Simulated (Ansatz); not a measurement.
# A hypothetical structure for Sr4Se3O, part 2 of 2

This structure for Sr4Se3O is made up. Its elements were placed in a known structure type with a cell scaled to their sizes. What cell does the guess relax to, and how far off was it?

Ansatz 0.2.0; DFT, PBE, plane-wave PAW, files of the set soft_1, scalar-relativistic, no spin, cell and ions relaxed at zero pressure; PAW set soft_1 (the session's first sound run).

So far: The starting structure; Relaxation of the guess. The relaxed cell has a = 6.107 Å (conventional setting).

### Step 3. Bands of the relaxed cell

A second self-consistent run takes a narrower smearing and the mesh shown in its input; the bands follow along the standard path of the relaxed lattice.

This step: DFT, PBE, plane-wave PAW, files of the set soft_1, scalar-relativistic, no spin, bands and density of states at the relaxed cell; PAW set soft_1 (Ansatz 0.2.0).

File input.yaml:

```yaml
crystal:
  lattice:
    - [6.1067509705, 0.0, 0.0]
    - [0.0, 6.1067509705, 0.0]
    - [0.0, 0.0, 6.1067509705]
  atoms:
    - { symbol: Sr, position: [0.0, 0.5, 0.0] }
    - { symbol: Sr, position: [0.5, 0.0, 0.0] }
    - { symbol: Sr, position: [0.5, 0.5, 0.5] }
    - { symbol: Sr, position: [0.0, 0.0, 0.5] }
    - { symbol: Se, position: [0.0, 0.5, 0.5] }
    - { symbol: Se, position: [0.5, 0.0, 0.5] }
    - { symbol: Se, position: [0.5, 0.5, 0.0] }
    - { symbol: O, position: [0.0, 0.0, 0.0] }
kpoints:
  mp_grid: { grid: [6, 6, 6] }
  band_path:
    path:
      - [[0.0, 0.0, 0.0], [0.0, 0.5, 0.0], [0.5, 0.5, 0.0], [0.0, 0.0, 0.0], [0.5, 0.5, 0.5], [0.0, 0.5, 0.0]]
      - [[0.5, 0.5, 0.0], [0.5, 0.5, 0.5]]
    npoints: 13
scf:
  occupations: { method: fermi_dirac, width: 0.03 }
  n_extra_bands: 12
hamiltonian:
  xc: pbe
  pseudopotentials: { kind: paw, azcp: { folder: soft_1 } }
output:
  forces: true
  stress: true
  write_bands: true
  dos: { projected: true }
  write_density: true
  write_potential: true
  elf: true
  volumetric_format: npy
```

Started as:

```bash
$ ansatz run input.yaml --threads 4 --pin off --max-ram 10240MiB --backend cpu --events-out ev --progress --plain --runs-dir out
```

Numbers of over 12 decimals in the logs are rounded to 6 here.

The program printed:

```text
[...]
Crystal: 8 atoms, lattice volume = 227.735 Å³
Basis set: ecut = 420 eV, 4457 PW (Γ), exchange–correlation on 90×90×90 points (8 copies of the dense FFT grid, shifted against one another)
Bands: 59, of which v1, the nominal top of the filled ones, is band 47 counted from 1 (46 counted from 0)
Symmetry: 48 space group operations
[...]
k-points: 20 of 216
[...]
SCF iter   1: F=—  HF=-31169.933430 eV  |F-HF|=—  |Δ(HF+E_count)|=         —  Δρ=9.86e-2  dr2=2.88e1  ethr=3.10e-3  ⟨swp⟩=14.6  Hψ=6891  notcnv=0
[...]
SCF iter  10: F=-31165.362885 eV  HF=-31165.362885 eV  |F-HF|=1.36e-8  |Δ(HF+E_count)|=   1.18e-9  Δρ=1.99e-6  dr2=1.84e-8  ethr=1.06e-10  ⟨swp⟩=23.6  Hψ=11260  notcnv=0
SCF 1 converged in 10 iterations: F = -31165.362885 eV  dr2 = 1.84e-8
[...]
NSCF: frozen V_eff on 80 k-points
SCF converged after 10 iterations
Free energy (F): -31165.362885 eV
[...]
Internal energy: -31165.362885 eV  (E = F + TS)
E sigma→0 (E₀):  -31165.362885 eV
Fermi energy:    7.602681 eV
[...]
--- Stress (GPa, compression-positive) ---
       -0.029156       0.000000       0.000000
        0.000000      -0.029156       0.000000
        0.000000       0.000000      -0.029156
  P = ⅓ Tr σ = -0.0292 GPa (-0.292 kbar)
--- Band table (eV; the first three rows and the last of 20) ---
  k-point 0: bands = [... 43 lower, 5.9402, 6.6390, 6.6390, 6.6390, 8.5386, 8.5386, 8.5386, 8.9905, ... 8 higher]
  k-point 1: bands = [... 43 lower, 5.8713, 6.4457, 6.6034, 6.6034, 8.6176, 8.8848, 8.8848, 9.3442, ... 8 higher]
  k-point 2: bands = [... 43 lower, 5.7927, 6.1874, 6.5401, 6.5401, 8.8326, 9.7352, 9.7352, 9.9162, ... 8 higher]
  k-point 19: bands = [... 43 lower, 4.9637, 6.1582, 6.1582, 6.1582, 10.6048, 11.3882, 11.3882, 11.3882, ... 8 higher]
```

It took 13 s on 4 threads of Arm Neoverse V2, shared host; peak memory 0.95 GiB; 52 s of CPU time.

The column dr2 measures how far the density is from self-consistency, as an energy; F and HF (Harris–Foulkes) agree once it is small.

This step gave:

```yaml
free_energy: -31165.3629 eV
fermi_energy: 7.603 eV
pressure: -0.02916 GPa
gap_on_the_k_mesh: 1.900 eV
```

From bands.tsv. The electronic bands at the labelled points (eV, zero at the valence top; v1 is the highest filled band, c1 the lowest empty one):

| point | v4 | v3 | v2 | v1 | c1 | c2 | c3 | c4 |
| --- | --- | --- | --- | --- | --- | --- | --- | --- |
| Γ | -0.70 | 0.00 | 0.00 | 0.00 | 1.90 | 1.90 | 1.90 | 2.35 |
| 0.46 of the way | -0.80 | -0.30 | -0.06 | -0.06 | 2.05 | 2.53 | 2.53 | 2.92 |
| X | -0.87 | -0.56 | -0.13 | -0.13 | 2.38 | 3.03 | 3.72 | 3.97 |
| 0.54 of the way | -1.17 | -0.49 | -0.35 | -0.24 | 3.20 | 3.47 | 4.16 | 4.24 |
| M | -1.51 | -0.49 | -0.49 | -0.31 | 3.79 | 4.52 | 4.55 | 4.68 |
| 0.46 of the way | -1.06 | -0.40 | -0.29 | -0.17 | 2.84 | 2.97 | 3.26 | 3.64 |
| Γ | -0.70 | 0.00 | 0.00 | 0.00 | 1.90 | 1.90 | 1.90 | 2.35 |
| 0.54 of the way | -1.31 | -0.46 | -0.31 | -0.31 | 3.22 | 3.51 | 3.51 | 3.64 |
| R | -1.68 | -0.48 | -0.48 | -0.48 | 3.97 | 4.75 | 4.75 | 4.75 |
| 0.46 of the way | -1.37 | -0.48 | -0.43 | -0.33 | 3.58 | 3.64 | 4.29 | 4.64 |
| X | -0.87 | -0.56 | -0.13 | -0.13 | 2.38 | 3.03 | 3.72 | 3.97 |
| jump to M | -1.51 | -0.49 | -0.49 | -0.31 | 3.79 | 4.52 | 4.55 | 4.68 |
| 0.46 of the way | -1.59 | -0.48 | -0.48 | -0.39 | 3.81 | 4.38 | 4.49 | 4.49 |
| R | -1.68 | -0.48 | -0.48 | -0.48 | 3.97 | 4.75 | 4.75 | 4.75 |

Counts of states for the cell as run, both spins, by energy window (eV from the valence-band top):

| from | to | total |
| --- | --- | --- |
| -8 | -7 | 0.00 |
| -7 | -6 | 0.00 |
| -6 | -5 | 0.00 |
| -5 | -4 | 0.00 |
| -4 | -3 | 0.13 |
| -3 | -2 | 6.49 |
| -2 | -1 | 10.69 |
| -1 | 0 | 6.69 |
| 0 | 1 | 0.00 |
| 1 | 2 | 0.01 |
| 2 | 3 | 1.57 |
| 3 | 4 | 5.26 |
| 4 | 5 | 7.30 |
| 5 | 6 | 9.20 |

A further 70.0 states lie below the table's range.

ELF in the ac plane at fractional y = 0.000, with atoms of Sr and Se and O within 0.2 Å of it. It is the smooth field of the valence electrons, not physical close to the nuclei.

Ten even steps from '_' (0.03) to '@' (0.84), each cell a mean:
```
##@@%%++__--@@%%==**@@##..::##@@%%
@@@@##==__..##@@@@@@@@==__..++%%@@
##**++::____::++****==______--++##
::....________........________..::
..________--++******++==::______..
%%**::__..##@@@@@@@@@@%%==____==##
@@@@##..::%%@@%%##%%@@@@++..==@@@@
--%%@@--::%%@@**::--%%@@**..**@@**
..##@@--::%%@@++..::##@@**..**@@==
##@@%%::::%%@@##++**%%@@**..++@@%%
@@@@++__::##@@@@@@@@@@@@++__::##@@
==::____..++##%%%%%%%%##--____..--
__________..::::::::::..__________
++==--..______::----..______::==++
@@%%**--____++%%@@@@##::__..++##%%
%%@@%%==__::@@@@##%%@@**__..**@@@@
==%%@@++__==@@##..--@@%%..::##@@##
```
Columns run along a (6.1 Å), rows up along c (6.1 Å). Atoms in or near the plane, at fractional coordinates: Sr at (0.50, 0.00), Sr at (0.00, 0.50), Se at (0.50, 0.50), O at (0.00, 0.00).

Electrostatic potential energy in the ac plane at fractional y = 0.000, with atoms of Sr and Se and O within 0.2 Å of it. With pseudopotentials it is smooth inside the atoms' cores, unlike the true potential.

Ten even steps from '0' (-134 eV) to '9' (12 eV), each cell a mean:
```
67999973005899997
89999987558999999
99999999889999999
99999999999999999
99999999999999999
89999999999999998
46899998888999985
02799989998999850
01799989998999850
25899988998999973
78999998889999987
99999999999999999
99999999999999999
99999999999999999
99999998778999999
78999985126999997
67999972004899986
```
Columns run along a (6.1 Å; values clipped at the 3rd and 97th percentile), rows up along c (6.1 Å). Atoms in or near the plane, at fractional coordinates: Sr at (0.50, 0.00), Sr at (0.00, 0.50), Se at (0.50, 0.50), O at (0.00, 0.00).

Valence density in the ac plane at fractional y = 0.000, with atoms of Sr and Se and O within 0.2 Å of it. It is the smooth field of the valence electrons, not physical close to the nuclei.

Ten steps, logarithmic in the rise over the least value, from '_' (0 e/Å³) to '@' (39 e/Å³), each cell a mean:
```
++==::______::======--..____..--++
--::..______..------::..______..--
..____________..::....__________..
__________________________________
__________________________________
::..________..........________....
==--..______..--==--::..____..::--
====::..__..::**@@%%--..____..--==
--==--..__..::**@@@@==..____::--==
==--::____..::==****--..____..--==
--::..______..::::::....______..::
______________......______________
__________________________________
________________....______________
::..________..::--::..________..::
==--..______::--====--..______::==
**==::______--==--====::____..--++
```
Columns run along a (6.1 Å), rows up along c (6.1 Å). Atoms in or near the plane, at fractional coordinates: Sr at (0.50, 0.00), Sr at (0.00, 0.50), Se at (0.50, 0.50), O at (0.00, 0.00).

### Step 4. Outcome

```yaml
space_group_relaxed: Pm-3m
conventional_cell: a = 6.107, b = 6.107, c = 6.107 Å; α = 90.0°, β = 90.0°, γ = 90.0°
volume_per_atom: 28.47 Å³ (guess 27.68)
```

Sr4Se3O relaxes to Pm-3m with a = 6.107, b = 6.107 and c = 6.107 Å. The guessed volume was 3 % too small. The space group Pm-3m was held in the relaxation, so the end point is a stationary structure within it and may be a saddle against distortions or other arrangements. It has a direct Kohn–Sham gap of 1.90 eV, which semilocal functionals understate. On the 6×6×6 mesh with the narrower smearing (relaxed on 5×5×5) the forces vanish, as symmetry may demand, and the largest stress component is 0.029 GPa, within the relaxation's thresholds of 0.015 eV/Å and 0.05 GPa. The cutoff wasn't tested. No dispersion term is used, so weakly bound directions may come out too long. Nothing here tests whether the compound is stable against decomposition.

[Logs are printed without paths, hosts, clocks, repeated set-up lines and the standing remarks that a program may print on its own settings, such as how far it seeks lower states.]

[Hosts, paths, dates, database ids (printed as entryN), source tags and the programs' standing remarks are cut or masked in the printed files.]
